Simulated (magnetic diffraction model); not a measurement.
# Zr2Cr3Sn3 below its ordering temperature

Space group P6_3/mcm (no. 193), a = 8.0270 Å, c = 5.5040 Å.

```
site  atom       x    y    z
  6g    Sn  0.3870    0  3/4
  4d    Zr     1/3  2/3  1/2
  6g    Cr  0.7454    0  3/4
```

The compound is invented for this exercise: a known structure type with other elements, its cell scaled to their sizes and not relaxed.

Only Cr is taken to order (form factors of Cr2+); orders and moment sizes are assumed, and not adapted to the symmetry. Radiation: neutrons of λ = 2.567 Å, 8° to 100°; isotropic B of 0.43 Å² (Sn), 0.33 Å² (Zr) and 0.4 Å² (Cr). Simulated constant-wavelength pattern: nuclear and magnetic terms add, the magnetic one as |2.695 fm × Σ f S⊥ exp(2πi Q·r) exp(−B s²)|², summed over all Q at one angle with the factor 1/(sin²θ cos θ). For collinear order S is the moment m, which repeats by lattice and centring translations R with the sign exp(−2πi k·R). Free-ion form factors, Sears's scattering lengths of 1992, no absorption; a label names one of the reflections at its angle. The strongest nuclear line in the range is 100, and lines under 0.2 are left out.

Above the ordering temperature:

```tsv
2θ (°)	index	I
21.28	(1 0 0)	27.6
37.30	(1 1 0)	0.8
43.34	(2 0 0)	1.1
46.63	(1 1 1)	12.1
55.60	(0 0 2)	7.5
58.48	(2 1 0)	22.0
60.21	(1 0 2)	9.4
65.55	(2 1 1)	62.5
67.27	(3 0 0)	71.7
68.87	(1 1 2)	100.0
73.01	(2 0 2)	17.6
79.52	(2 2 0)	2.6
83.47	(3 1 0)	12.7
84.97	(2 1 2)	2.4
85.81	(2 2 1)	9.9
89.72	(3 1 1)	27.5
92.79	(3 0 2)	0.7
```

Below it (cell unchanged):

| 2θ (°) | I |
| --- | --- |
| 21.28 | 33.3 |
| 34.61 | 16.1 |
| 37.30 | 2.2 |
| 43.34 | 3.4 |
| 46.63 | 15.5 |
| 55.60 | 7.8 |
| 58.48 | 23.0 |
| 60.21 | 10.8 |
| 65.55 | 64.4 |
| 67.27 | 72.0 |
| 68.87 | 100.8 |
| 73.01 | 19.8 |
| 73.88 | 1.4 |
| 79.52 | 3.3 |
| 83.47 | 12.9 |
| 84.97 | 3.1 |
| 85.81 | 9.9 |
| 89.72 | 28.4 |
| 92.69 | 1.0 |
| 92.79 | 0.9 |
| 95.21 | 0.3 |

**Question.** Find the propagation vector, then choose among these models:
A. collinear moments along [100], 1.74 μB on Cr; signs + at (0.7454, 0, 3/4), + at (0.7454, 0.7454, 1/4), − at (0, 0.2546, 1/4), − at (0, 0.7454, 3/4), + at (0.2546, 0.2546, 3/4), + at (0.2546, 0, 1/4)
B. collinear moments along [001], 1.74 μB on Cr; signs + at (0.7454, 0, 3/4), + at (0.7454, 0.7454, 1/4), − at (0, 0.2546, 1/4), − at (0, 0.7454, 3/4), + at (0.2546, 0.2546, 3/4), + at (0.2546, 0, 1/4)
C. collinear moments along [100], 1.74 μB on Cr; signs + at (0.7454, 0, 3/4), + at (0.7454, 0.7454, 1/4), + at (0, 0.2546, 1/4), + at (0, 0.7454, 3/4), + at (0.2546, 0.2546, 3/4), + at (0.2546, 0, 1/4)
D. collinear moments along [001], 1.74 μB on Cr; signs + at (0.7454, 0, 3/4), + at (0.7454, 0.7454, 1/4), + at (0, 0.2546, 1/4), + at (0, 0.7454, 3/4), + at (0.2546, 0.2546, 3/4), + at (0.2546, 0, 1/4)

No line moves, and magnetic intensity falls on nuclear lines such as the one at 21.28°; new lines at (0 1 1), (0 3 1) and (0 1 3) have whole indices that obey the lattice centring, at places with no nuclear intensity to speak of, so the magnetic cell equals the chemical primitive cell: k = 0.

Magnetic intensity, observed (below minus above) and for each model:

| 2θ (°) | index | observed | A | B | C | D |
| --- | --- | --- | --- | --- | --- | --- |
| 21.28 | (1 0 0) | 5.6 | 5.6 | 11.5 | 4.9 | 9.8 |
| 34.61 | (0 1 1) | 16.1 | 16.1 | 7.3 | <0.2 | <0.2 |
| 37.30 | (1 1 0) | 1.4 | 1.4 | 2.8 | 1.6 | 3.3 |
| 43.34 | (2 0 0) | 2.3 | 2.3 | 7.2 | 1.0 | 2.0 |
| 46.63 | (1 1 1) | 3.4 | 3.4 | 2.6 | 9.2 | 8.9 |
| 55.60 | (0 0 2) | 0.3 | 0.3 | <0.2 | 2.9 | <0.2 |
| 65.55 | (2 1 1) | 1.8 | 1.8 | 2.6 | 5.1 | 7.1 |
| 89.72 | (3 1 1) | 1.0 | 1.0 | 1.9 | <0.2 | <0.2 |

Model A matches.

The structure used: k = (0 0 0), collinear moments along [100], 1.74 μB on Cr; signs + at (0.7454, 0, 3/4), + at (0.7454, 0.7454, 1/4), − at (0, 0.2546, 1/4), − at (0, 0.7454, 3/4), + at (0.2546, 0.2546, 3/4), + at (0.2546, 0, 1/4).

[Logs are printed without paths, hosts, clocks, repeated set-up lines and the standing remarks that a program may print on its own settings, such as how far it seeks lower states.]
